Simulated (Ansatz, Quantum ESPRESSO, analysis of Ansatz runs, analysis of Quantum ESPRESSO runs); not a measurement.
## Reproducing a measured local vibrational mode: U centre (hydride ion on a halide site) in LiF (Quantum ESPRESSO)

Aim: the local vibrational mode of the U centre (hydride ion on a halide site) in LiF, to be set beside the measurement. Set-up: PBE, GBRV 1.5 PBE, 64-site cell, PBE lattice, k: the zone centre alone, anharmonic cut along the mode, start relaxed with Ansatz. The model is a cell of 64 host atoms with 1 F taken out and 1 H put in. The frequencies come from force constants among the defect atom and its neighbours, with the masses of the isotopes named.

Measured beforehand: Threefold local mode of H-: 1024 cm⁻¹, by infrared absorption (4.2-77 K) (quoted in “Electronic Absorption and Internal and External Vibrational Data of Atomic and Molecular Ions Doped in Alkali Halide Crystals (NSRDS-NBS 52)”, 1974, S. C. Jain, A. V. R. Warrier, S. K. Agarwal, quoting earlier work (1969)). Threefold local mode of D-: 746 cm⁻¹, by infrared absorption (4.2-77 K) (quoted in “Electronic Absorption and Internal and External Vibrational Data of Atomic and Molecular Ions Doped in Alkali Halide Crystals (NSRDS-NBS 52)”, 1974, S. C. Jain, A. V. R. Warrier, S. K. Agarwal, quoting earlier work (1969)). The runs below try to reproduce this.

Main program and level: Quantum ESPRESSO 7.5; Quantum ESPRESSO plane-wave DFT, PBE, GBRV 1.5 PBE potentials; relaxation of all atoms of a defect supercell.

## (1) The starting structure

The cell holds 64 atoms: 32 Li, 31 F and 1 H. Cell: a = 8.131 Å, b = 8.131 Å, c = 8.131 Å, α = 90.0°, β = 90.0°, γ = 90.0°. It derives from LiF (space group Fm-3m). Nearest the centre at fractional (0.250, 0.500, 0.500): H31 at 0.00 Å, Li12 at 2.04 Å, Li19 at 2.04 Å, Li25 at 2.04 Å, Li57 at 2.04 Å, Li28 at 2.04 Å, Li27 at 2.04 Å, F14 at 2.87 Å.

The host's primitive cell comes from a first run (Quantum ESPRESSO plane-wave DFT, PBE, GBRV 1.5 PBE potentials; relaxation of cell and atoms of a defect-free cell): vectors of 2.875, 2.875 and 2.875 Å. That is 8.40 Å³ an atom, 2.8 % over the diffraction cell's volume. The supercell is built on it.

This program's steps are dear, so the start below was first relaxed with Ansatz (plane-wave PAW DFT, PBE; 3.2 s).

## (2) Relaxation, charge 0

Every later number rests on the structure around the defect, so the atoms are relaxed at the host's lattice first.

The input, pw.in:

```
&CONTROL
  calculation = 'relax'
  prefix = 'pwscf'
  outdir = './tmp'
  pseudo_dir = './pseudo'
  tprnfor = .true.
  disk_io = 'low'
  nstep = 70
  forc_conv_thr = 0.00039
  etot_conv_thr = 0.0001
/
&SYSTEM
  ibrav = 0
  nat = 64
  ntyp = 3
  ecutwfc = 45
  ecutrho = 360
  nbnd = 161
  occupations = 'smearing'
  smearing = 'fd'
  degauss = 0.00073499
/
&ELECTRONS
  conv_thr = 6d-08
  electron_maxstep = 100
  mixing_beta = 0.5
/
&IONS
  ion_dynamics = 'bfgs'
/
ATOMIC_SPECIES
Li     6.9400 li_pbe_v1.4.uspp.F.UPF
F     18.9984 f_pbe_v1.4.uspp.F.UPF
H      1.0080 h_pbe_v1.4.uspp.F.UPF
CELL_PARAMETERS angstrom
   8.1305150920    0.0000000000    0.0000000000
   0.0000000000    8.1305150920    0.0000000000
   0.0000000000    0.0000000000    8.1305150920
ATOMIC_POSITIONS crystal
Li     0.0000006982    0.0000000000    0.0000000000
Li     0.0000370048    0.2500370048    0.2500370048
Li     0.2500000000    0.0000000000    0.2500425552
Li     0.2500000000    0.2500425552    0.0000000000
F      0.0000141558    0.0000000000    0.2500141558
F      0.0000141558    0.2500141558    0.0000000000
F      0.2500000000    0.0000000000    0.0000000000
F      0.2500000000    0.2500556999    0.2500556999
Li     0.0000425552    0.0000000000    0.5000000000
Li     0.0000370048    0.2500370048    0.7499629952
Li     0.2500000000    0.0000000000    0.7499574448
Li     0.2500000000    0.2496262693    0.5000000000
F      0.0000141558    0.0000000000    0.7499858442
F      0.0000556999    0.2500556999    0.5000000000
F      0.2500000000    0.0000000000    0.5000000000
F      0.2500000000    0.2500556999    0.7499443001
Li     0.0000425552    0.5000000000    0.0000000000
Li     0.0000370048    0.7499629952    0.2500370048
Li     0.2500000000    0.5000000000    0.2496262693
Li     0.2500000000    0.7499574448    0.0000000000
F      0.0000556999    0.5000000000    0.2500556999
F      0.0000141558    0.7499858442    0.0000000000
F      0.2500000000    0.5000000000    0.0000000000
F      0.2500000000    0.7499443001    0.2500556999
Li    -0.0003737307    0.5000000000    0.5000000000
Li     0.0000370048    0.7499629952    0.7499629952
Li     0.2500000000    0.5000000000    0.7503737307
Li     0.2500000000    0.7503737307    0.5000000000
F      0.0000556999    0.5000000000    0.7499443001
F      0.0000556999    0.7499443001    0.5000000000
H      0.2500000000    0.5000000000    0.5000000000
F      0.2500000000    0.7499443001    0.7499443001
Li     0.4999993018    0.0000000000    0.0000000000
Li     0.4999629952    0.2500370048    0.2500370048
Li     0.7500000000    0.0000000000    0.2500006982
Li     0.7500000000    0.2500006982    0.0000000000
F      0.4999858442    0.0000000000    0.2500141558
F      0.4999858442    0.2500141558    0.0000000000
F      0.7500000000    0.0000000000    0.0000000000
F      0.7500000000    0.2500141558    0.2500141558
Li     0.4999574448    0.0000000000    0.5000000000
Li     0.4999629952    0.2500370048    0.7499629952
Li     0.7500000000    0.0000000000    0.7499993018
Li     0.7500000000    0.2500425552    0.5000000000
F      0.4999858442    0.0000000000    0.7499858442
F      0.4999443001    0.2500556999    0.5000000000
F      0.7500000000    0.0000000000    0.5000000000
F      0.7500000000    0.2500141558    0.7499858442
Li     0.4999574448    0.5000000000    0.0000000000
Li     0.4999629952    0.7499629952    0.2500370048
Li     0.7500000000    0.5000000000    0.2500425552
Li     0.7500000000    0.7499993018    0.0000000000
F      0.4999443001    0.5000000000    0.2500556999
F      0.4999858442    0.7499858442    0.0000000000
F      0.7500000000    0.5000000000    0.0000000000
F      0.7500000000    0.7499858442    0.2500141558
Li     0.5003737307    0.5000000000    0.5000000000
Li     0.4999629952    0.7499629952    0.7499629952
Li     0.7500000000    0.5000000000    0.7499574448
Li     0.7500000000    0.7499574448    0.5000000000
F      0.4999443001    0.5000000000    0.7499443001
F      0.4999443001    0.7499443001    0.5000000000
F      0.7500000000    0.5000000000    0.5000000000
F      0.7500000000    0.7499858442    0.7499858442
K_POINTS gamma
```

The run is started by

```bash
> OMP_NUM_THREADS=1 mpirun -n 4 pw.x -in pw.in > pw.out
```

What it wrote:

```text
This program is part of the open-source Quantum ESPRESSO suite
     for quantum simulation of materials; please cite
         "P. Giannozzi et al., J. Phys.:Condens. Matter 21 395502 (2009);
         "P. Giannozzi et al., J. Phys.:Condens. Matter 29 465901 (2017);
         "P. Giannozzi et al., J. Chem. Phys. 152 154105 (2020);
          URL
     in publications or presentations arising from this work. More details at

     gamma-point specific algorithms are used
     Message from routine setup:
     using ibrav=0 with symmetry is DISCOURAGED, use correct ibrav instead

     Subspace diagonalization in iterative solution of the eigenvalue problem:
     one sub-group per band group will be used
     scalapack distributed-memory algorithm (size of sub-group:  2*  2 procs)

     --------------------
     sticks:   dense  smooth     PW     G-vecs:    dense   smooth      PW
     Min        1689     846    211               104585    37022    4652
     Max        1694     848    216               104592    37024    4655
     Sum        6769    3389    853               418349   148093   18613

     Using Slab Decomposition

     bravais-lattice index     =            0
     lattice parameter (alat)  =      15.3644  a.u.
     unit-cell volume          =    3627.0269 (a.u.)^3
     number of atoms/cell      =           64
     number of atomic types    =            3
     number of electrons       =       314.00
     number of Kohn-Sham states=          161
     kinetic-energy cutoff     =      45.0000  Ry
     charge density cutoff     =     360.0000  Ry
     scf convergence threshold =      6.0E-08
     mixing beta               =       0.5000
     number of iterations used =            8  plain     mixing
     energy convergence thresh.=      1.0E-04
     force convergence thresh. =      3.9E-04
     Exchange-correlation=  SLA  PW   PBX  PBC
                           (   1   4   3   4   0   0   0)
     nstep                     =           70

     celldm(1)=  15.364447  celldm(2)=   0.000000  celldm(3)=   0.000000
     celldm(4)=   0.000000  celldm(5)=   0.000000  celldm(6)=   0.000000

     crystal axes: (cart. coord. in units of alat)
               a(1) = (   1.000000   0.000000   0.000000 )
               a(2) = (   0.000000   1.000000   0.000000 )
               a(3) = (   0.000000   0.000000   1.000000 )

     reciprocal axes: (cart. coord. in units 2 pi/alat)
               b(1) = (  1.000000  0.000000  0.000000 )
               b(2) = (  0.000000  1.000000  0.000000 )
               b(3) = (  0.000000  0.000000  1.000000 )

     PseudoPot. # 1 for Li read from file:
     li_pbe_v1.4.uspp.F.UPF
     Pseudo is Ultrasoft, Zval =  3.0
     Generated by new atomic code, or converted to UPF format
     Using radial grid of  751 points,  5 beta functions with:
                l(1) =   0
                l(2) =   0
                l(3) =   0
                l(4) =   1
                l(5) =   1
     Q(r) pseudized with 10 coefficients,  rinner =    1.150   1.150   1.150

     PseudoPot. # 2 for F  read from file:
     f_pbe_v1.4.uspp.F.UPF
     Pseudo is Ultrasoft, Zval =  7.0
     Generated by new atomic code, or converted to UPF format
     Using radial grid of  799 points,  4 beta functions with:
                l(1) =   0
                l(2) =   0
                l(3) =   1
                l(4) =   1
     Q(r) pseudized with  8 coefficients,  rinner =    0.950   0.950   0.950

     PseudoPot. # 3 for H  read from file:
     h_pbe_v1.4.uspp.F.UPF
     Pseudo is Ultrasoft, Zval =  1.0
     Generated by new atomic code, or converted to UPF format
     Using radial grid of  615 points,  2 beta functions with:
                l(1) =   0
                l(2) =   0
     Q(r) pseudized with  8 coefficients,  rinner =    0.700

     atomic species   valence    mass     pseudopotential
     Li                3.00     6.94000     Li( 1.00)
     F                 7.00    18.99840     F ( 1.00)
     H                 1.00     1.00800     H ( 1.00)

     48 Sym. Ops., with inversion, found (40 have fractional translation)

   Cartesian axes

     site n.     atom                  positions (alat units)
         1        Li     tau(   1) = (   0.0000007   0.0000000   0.0000000  )
         2        Li     tau(   2) = (   0.0000370   0.2500370   0.2500370  )
         3        Li     tau(   3) = (   0.2500000   0.0000000   0.2500426  )
         4        Li     tau(   4) = (   0.2500000   0.2500426   0.0000000  )
         5        F      tau(   5) = (   0.0000142   0.0000000   0.2500142  )
         6        F      tau(   6) = (   0.0000142   0.2500142   0.0000000  )
         7        F      tau(   7) = (   0.2500000   0.0000000   0.0000000  )
         8        F      tau(   8) = (   0.2500000   0.2500557   0.2500557  )
         9        Li     tau(   9) = (   0.0000426   0.0000000   0.5000000  )
        10        Li     tau(  10) = (   0.0000370   0.2500370   0.7499630  )
        11        Li     tau(  11) = (   0.2500000   0.0000000   0.7499574  )
        12        Li     tau(  12) = (   0.2500000   0.2496263   0.5000000  )
        13        F      tau(  13) = (   0.0000142   0.0000000   0.7499858  )
        14        F      tau(  14) = (   0.0000557   0.2500557   0.5000000  )
        15        F      tau(  15) = (   0.2500000   0.0000000   0.5000000  )
        16        F      tau(  16) = (   0.2500000   0.2500557   0.7499443  )
        17        Li     tau(  17) = (   0.0000426   0.5000000   0.0000000  )
        18        Li     tau(  18) = (   0.0000370   0.7499630   0.2500370  )
        19        Li     tau(  19) = (   0.2500000   0.5000000   0.2496263  )
        20        Li     tau(  20) = (   0.2500000   0.7499574   0.0000000  )
        21        F      tau(  21) = (   0.0000557   0.5000000   0.2500557  )
        22        F      tau(  22) = (   0.0000142   0.7499858   0.0000000  )
        23        F      tau(  23) = (   0.2500000   0.5000000   0.0000000  )
        24        F      tau(  24) = (   0.2500000   0.7499443   0.2500557  )
        25        Li     tau(  25) = (  -0.0003737   0.5000000   0.5000000  )
        26        Li     tau(  26) = (   0.0000370   0.7499630   0.7499630  )
        27        Li     tau(  27) = (   0.2500000   0.5000000   0.7503737  )
        28        Li     tau(  28) = (   0.2500000   0.7503737   0.5000000  )
        29        F      tau(  29) = (   0.0000557   0.5000000   0.7499443  )
        30        F      tau(  30) = (   0.0000557   0.7499443   0.5000000  )
        31        H      tau(  31) = (   0.2500000   0.5000000   0.5000000  )
[...]
internal energy E=F+TS    =   -1979.99669064 Ry

     The total energy is F=E-TS. E is the sum of the following terms:
     one-electron contribution =    -891.66699687 Ry
     hartree contribution      =     566.19625625 Ry
     xc contribution           =    -404.81712761 Ry
     ewald contribution        =   -1249.70882242 Ry

     convergence has been achieved in   2 iterations

     Forces acting on atoms (cartesian axes, Ry/au):

[...]
Total force =     0.001739     Total SCF correction =     0.000383
     SCF correction compared to forces is large: reduce conv_thr to get better values
     Energy error            =      3.7E-06 Ry
     Gradient error          =      5.6E-04 Ry/Bohr

     number of scf cycles    =   2
     number of bfgs steps    =   1

     energy             old  =   -1979.9966869089 Ry
     energy             new  =   -1979.9966906411 Ry

     CASE: energy            _new < energy            _old

     WARNING: bfgs curvature condition failed, Theta= 0.918
     new trust radius        =       0.0007093800 bohr
     new conv_thr            =       0.0000000006 Ry

ATOMIC_POSITIONS (crystal)
[...]
NEW-OLD atomic charge density approx. for the potential

     Self-consistent Calculation

     iteration #  1     ecut=    45.00 Ry     beta= 0.50
     Davidson diagonalization with overlap
     ethr =  1.00E-06,  avg # of iterations =  2.0

     Threshold (ethr) on eigenvalues was too large:
     Diagonalizing with lowered threshold

     Davidson diagonalization with overlap
     ethr =  2.96E-11,  avg # of iterations =  5.0

     total energy              =   -1979.99669421 Ry
     estimated scf accuracy    <       0.00000012 Ry

     iteration #  2     ecut=    45.00 Ry     beta= 0.50
     Davidson diagonalization with overlap
     ethr =  3.97E-11,  avg # of iterations =  2.0

     total energy              =   -1979.99669424 Ry
     estimated scf accuracy    <       0.00000001 Ry

     iteration #  3     ecut=    45.00 Ry     beta= 0.50
     Davidson diagonalization with overlap
     ethr =  4.06E-12,  avg # of iterations =  2.0

     End of self-consistent calculation

          k = 0.0000 0.0000 0.0000 (  9307 PWs)   bands (ev):

[...]
10.8488

     the Fermi energy is     4.5171 ev

!    total energy              =   -1979.99669424 Ry
     estimated scf accuracy    <          5.9E-10 Ry
     smearing contrib. (-TS)   =       0.00000000 Ry
     internal energy E=F+TS    =   -1979.99669424 Ry

     The total energy is F=E-TS. E is the sum of the following terms:
     one-electron contribution =    -891.67263784 Ry
     hartree contribution      =     566.19996748 Ry
     xc contribution           =    -404.81781542 Ry
     ewald contribution        =   -1249.70620847 Ry

     convergence has been achieved in   3 iterations

     Forces acting on atoms (cartesian axes, Ry/au):

[...]
Total force =     0.001533     Total SCF correction =     0.000068
     Energy error            =      3.6E-06 Ry
     Gradient error          =      4.7E-04 Ry/Bohr

     number of scf cycles    =   3
     number of bfgs steps    =   2

     energy             old  =   -1979.9966906411 Ry
     energy             new  =   -1979.9966942441 Ry

     CASE: energy            _new < energy            _old

     new trust radius        =       0.0010640700 bohr
     new conv_thr            =       0.0000000006 Ry

ATOMIC_POSITIONS (crystal)
[...]
NEW-OLD atomic charge density approx. for the potential

     Self-consistent Calculation

     iteration #  1     ecut=    45.00 Ry     beta= 0.50
     Davidson diagonalization with overlap
     ethr =  1.00E-06,  avg # of iterations =  2.0

     Threshold (ethr) on eigenvalues was too large:
     Diagonalizing with lowered threshold

     Davidson diagonalization with overlap
     ethr =  7.73E-11,  avg # of iterations =  6.0

     total energy              =   -1979.99669885 Ry
     estimated scf accuracy    <       0.00000020 Ry

     iteration #  2     ecut=    45.00 Ry     beta= 0.50
     Davidson diagonalization with overlap
     ethr =  6.42E-11,  avg # of iterations =  2.0

     total energy              =   -1979.99669888 Ry
     estimated scf accuracy    <       0.00000001 Ry

     iteration #  3     ecut=    45.00 Ry     beta= 0.50
     Davidson diagonalization with overlap
     ethr =  3.71E-12,  avg # of iterations =  4.0

     total energy              =   -1979.99669888 Ry
     estimated scf accuracy    <          8.3E-10 Ry

     iteration #  4     ecut=    45.00 Ry     beta= 0.50
     Davidson diagonalization with overlap
     ethr =  2.64E-13,  avg # of iterations =  3.0

     End of self-consistent calculation

          k = 0.0000 0.0000 0.0000 (  9307 PWs)   bands (ev):

[...]
-0.8465  -0.8190  -0.8190  -0.8190  -0.7359  -0.7359  -0.7359  -0.7348
    -0.7348  -0.7348  -0.7326  -0.7326  -0.7326  -0.5616  -0.5616  -0.5616
    -0.4186  -0.4186  -0.4186  -0.3351  -0.3351  -0.3351  -0.2322  -0.2306
    -0.2306  -0.1315  -0.1315  -0.1315   0.0471   0.0471   0.0471   0.0503
     0.0503   0.0503   0.0515   0.0515   0.0515   0.1625   0.1625   0.1625
     0.3009   0.3009   0.3009   0.3037   0.3045   0.3045   0.3045   0.3051
     0.3051   0.3126   0.3126   0.3126   0.3205   0.3205   0.3205   0.3205
     0.3205   0.5165   0.5165   0.5165   2.6099   9.5143  10.8508  10.8508
    10.8508

     the Fermi energy is     4.5189 ev

!    total energy              =   -1979.99669888 Ry
     estimated scf accuracy    <          1.6E-10 Ry
     smearing contrib. (-TS)   =       0.00000000 Ry
     internal energy E=F+TS    =   -1979.99669888 Ry

     The total energy is F=E-TS. E is the sum of the following terms:
     one-electron contribution =    -891.67745309 Ry
     hartree contribution      =     566.20130631 Ry
     xc contribution           =    -404.81797535 Ry
     ewald contribution        =   -1249.70257676 Ry

     convergence has been achieved in   4 iterations

     Forces acting on atoms (cartesian axes, Ry/au):

[...]
atom   57 type  1   force =     0.00033938    0.00000000   -0.00000000
     atom   58 type  1   force =    -0.00016597   -0.00016597   -0.00016597
     atom   59 type  1   force =     0.00000000    0.00000000    0.00001931
     atom   60 type  1   force =     0.00000000    0.00001931    0.00000000
     atom   61 type  2   force =    -0.00002931   -0.00000000   -0.00002931
     atom   62 type  2   force =    -0.00002931   -0.00002931    0.00000000
     atom   63 type  2   force =     0.00000000    0.00000000    0.00000000
     atom   64 type  2   force =    -0.00000000   -0.00006799   -0.00006799

     Total force =     0.001221     Total SCF correction =     0.000027
     Energy error            =      4.6E-06 Ry
     Gradient error          =      3.4E-04 Ry/Bohr

     bfgs converged in   4 scf cycles and   3 bfgs steps
     (criteria: energy <  1.0E-04 Ry, force <  3.9E-04 Ry/Bohr)

     End of BFGS Geometry Optimization

     Final energy             =   -1979.9966988836 Ry

     File ./tmp/pwscf.bfgs deleted, as requested
Begin final coordinates

ATOMIC_POSITIONS (crystal)
[...]
Li               0.5005311292        0.5000000000        0.5000000000
Li               0.4999086922        0.7499086922        0.7499086922
Li               0.7500000000        0.5000000000        0.7499517271
Li               0.7500000000        0.7499517271        0.5000000000
F                0.4999198486        0.5000000000        0.7499198486
F                0.4999198486        0.7499198486        0.5000000000
F                0.7500000000        0.5000000000        0.5000000000
F                0.7500000000        0.7499666213        0.7499666213
End final coordinates

=------------------------------------------------------------------------------=
   JOB DONE.
=------------------------------------------------------------------------------=
```

It took 30 s on 4 MPI ranks of Arm Neoverse V2, shared host; peak memory 0.78 GiB; 2 min of CPU time.

Hardly anything moved in the relaxation; the energy changed by under 0.2 meV an atom.

Neighbours of H31 at the end:

| atom | distance (Å) |
| --- | --- |
| Li12 | 2.037 |
| Li19 | 2.037 |
| Li25 | 2.037 |
| Li28 | 2.037 |
| Li27 | 2.037 |
| Li57 | 2.037 |
| F14 | 2.874 |
| F21 | 2.874 |
| F53 | 2.874 |
| F46 | 2.874 |
| F8 | 2.874 |
| F29 | 2.874 |
| F24 | 2.874 |
| F30 | 2.874 |
| F16 | 2.874 |
| F61 | 2.874 |

(Part 1 of 3 ends here.)

[Logs are printed without paths, hosts, clocks, repeated set-up lines and the standing remarks that a program may print on its own settings, such as how far it seeks lower states.]

[Hosts, paths, dates, database ids (printed as entryN), source tags and the programs' standing remarks are cut or masked in the printed files.]

[For some hosts the program warned that the k-mesh of the response run may be too coarse for force constants and the static dielectric constant; such warnings are not shown here.]
